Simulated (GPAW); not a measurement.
# linear Ni chain, spacing 2.418 A: which magnetic order is lowest

A self-consistent run ends on one state, which hangs on the start. Several orders of linear Ni chain, spacing 2.418 A are started in GPAW and their energies compared.

Program: GPAW 26.7.0. Level of theory: LDA; plane waves with GPAW's PAW setups, scalar-relativistic. Results are calculated unless marked as measured.

This is a report of a sequence of runs, with most program output left out.

## Step 1: Set-up

The cell holds 1 atom: 1 Ni. Cell: a = 12.000 Å, b = 12.000 Å, c = 2.418 Å, α = 90.0°, β = 90.0°, γ = 90.0°. model lattice. Vacuum lies along a and b. The structure's axis is c.

## Step 2: Start 1: ferro +

Parallel moments need no larger cell; this start tests for a ferromagnetic state only.

The input, order1.py:

```python
import json
import numpy as np
from ase import Atoms
from ase.parallel import paropen, parprint
from gpaw import GPAW

atoms = Atoms(['Ni'],
    cell=[[12.0, 0.0, 0.0],
         [0.0, 12.0, 0.0],
         [0.0, 0.0, 2.418]],
    scaled_positions=[[0.5, 0.5, 0.0]],
    pbc=True,
    magmoms=[1.0])
atoms.calc = GPAW(mode={'name': 'pw', 'ecut': 550},
    xc='LDA',
    kpts={'size': (1, 1, 12), 'gamma': True},
    occupations={'name': 'fermi-dirac', 'width': 0.1},
    convergence={'density': 1e-05, 'energy': 1e-05},
    maxiter=200,
    symmetry={'tolerance': 1e-4},
    txt='order1.txt')
e = atoms.get_potential_energy(force_consistent=True)
res = {'free_energy': e, 'energy_sigma0': atoms.get_potential_energy(), 'fermi_energy': atoms.calc.get_fermi_level()}
res['moments'] = atoms.get_magnetic_moments().tolist()
res['total'] = atoms.get_magnetic_moment()
parprint('site moments (muB):', np.round(res['moments'], 3))
parprint(f"total moment: {res['total']:.3f} muB")
parprint(f'free energy: {e:.6f} eV')
atoms.calc.write('order1.gpw')
with paropen('results.json', 'w') as f:
    json.dump(res, f)
```

Launch:

```
$ OMP_NUM_THREADS=1 python3 order1.py > order1.log
```

Wall time 36 s (1 MPI rank of AMD EPYC 7R43, shared host); peak memory 0.31 GiB.

This step gave:

```yaml
magnetization: 1.167 μB
final_state: ferromagnetic
largest_moment: 1.149 μB
```

After 25 cycles the largest moment stands at 1.15 μB.

## Step 3: Run 2 (antiferro q=(0,0,1/2) +-)

Reversing part of the moments tests the sign of the couplings between them.

The cell is doubled to 2 atoms to hold this order. Its mesh is chosen so that both cells sample the same points.

order2.py is the script of step 2 with these lines changed:

```diff
@@ -6,12 +6,13 @@
 
-atoms = Atoms(['Ni'],
+atoms = Atoms(['Ni', 'Ni'],
     cell=[[12.0, 0.0, 0.0],
          [0.0, 12.0, 0.0],
-         [0.0, 0.0, 2.418]],
-    scaled_positions=[[0.5, 0.5, 0.0]],
+         [0.0, 0.0, 4.836]],
+    scaled_positions=[[0.5, 0.5, 0.0],
+         [0.5, 0.5, 0.5]],
     pbc=True,
-    magmoms=[1.0])
+    magmoms=[1.0, -1.0])
 atoms.calc = GPAW(mode={'name': 'pw', 'ecut': 550},
     xc='LDA',
-    kpts={'size': (1, 1, 12), 'gamma': True},
+    kpts={'size': (1, 1, 6), 'gamma': True},
     occupations={'name': 'fermi-dirac', 'width': 0.1},
@@ -20,3 +21,3 @@
     symmetry={'tolerance': 1e-4},
-    txt='order1.txt')
+    txt='order2.txt')
 e = atoms.get_potential_energy(force_consistent=True)
@@ -28,3 +29,3 @@
 parprint(f'free energy: {e:.6f} eV')
-atoms.calc.write('order1.gpw')
+atoms.calc.write('order2.gpw')
 with paropen('results.json', 'w') as f:
```

Launch:

```
$ OMP_NUM_THREADS=1 python3 order2.py > order2.log
```

Run time: 3.2 min. Hardware: 1 MPI rank; peak memory 0.54 GiB.

Read from the output:

```yaml
magnetization: 0 μB
final_state: antiferromagnetic
largest_moment: 0.7062 μB
```

It lies 152 meV a seeded atom over the first start, and its largest moment is 0.706 μB against 1.15 μB.

## Step 4: Run 3 (no spin polarisation)

This run holds no moments, which gives a state to set the others against.

The input, nospin.py:

```python
import json
import numpy as np
from ase import Atoms
from ase.parallel import paropen, parprint
from gpaw import GPAW

atoms = Atoms(['Ni'],
    cell=[[12.0, 0.0, 0.0],
         [0.0, 12.0, 0.0],
         [0.0, 0.0, 2.418]],
    scaled_positions=[[0.5, 0.5, 0.0]],
    pbc=True)
atoms.calc = GPAW(mode={'name': 'pw', 'ecut': 550},
    xc='LDA',
    kpts={'size': (1, 1, 12), 'gamma': True},
    occupations={'name': 'fermi-dirac', 'width': 0.1},
    convergence={'density': 1e-05, 'energy': 1e-05},
    maxiter=200,
    symmetry={'tolerance': 1e-4},
    txt='nospin.txt')
e = atoms.get_potential_energy(force_consistent=True)
res = {'free_energy': e, 'energy_sigma0': atoms.get_potential_energy(), 'fermi_energy': atoms.calc.get_fermi_level()}
parprint(f'free energy: {e:.6f} eV')
atoms.calc.write('nospin.gpw')
with paropen('results.json', 'w') as f:
    json.dump(res, f)
```

Launch:

```
$ OMP_NUM_THREADS=1 python3 nospin.py > nospin.log
```

The job ended after 20 s (1 MPI rank; peak memory 0.24 GiB).

This step gave:

* final state: non-magnetic (no spin polarisation)

It lies 177 meV a seeded atom over the first start.

## Step 5: Ranking

These are free energies at a smearing of 0.1 eV, so its entropy term is in the differences. They are divided by the number of seeded atoms, so that cells of unlike size compare. Wavevectors q in the names are fractions of the reciprocal vectors of the first run's cell.

Orders:

```tsv
start	final state	typed order kept	energy over the lowest (meV a seeded atom)	largest site moment (μB)	net moment (μB a primitive cell)	mesh matched	CPU time (s)
ferro +	ferromagnetic	yes	0	1.149	1.167	yes	35.51
antiferro q=(0,0,1/2) +-	antiferromagnetic	yes	152.4	0.7062	6.70e-5	yes	192.8
no spin polarisation	non-magnetic	-	177.4	0	0	yes	19.57
```

## Step 6: Results

- lowest state found: ferromagnetic (typed ferro +)
- largest site moment: 1.15 μB
- next state: antiferromagnetic, 152 meV a seeded atom higher
- energy gained by spin polarisation: 177 meV a seeded atom

The lowest state found is ferromagnetic, reached from the start ferro +, with moments up to 1.15 μB. The next state costs 152 meV a seeded atom. This is the lowest of 3 finished starts, no proof of the ground state.

[Logs and program files are shortened in this print: banners, set-up blocks, solver, clock and traceback lines can be left out without a mark of their own.]

[Logs are printed without paths, hosts, clocks, repeated set-up lines and the standing remarks that a program may print on its own settings, such as how far it seeks lower states.]

[Hosts, paths, dates, database ids (printed as entryN), source tags and the programs' standing remarks are cut or masked in the printed files.]

[Where a cell is said to come from a database of computed structures, the database is the Materials Project.]
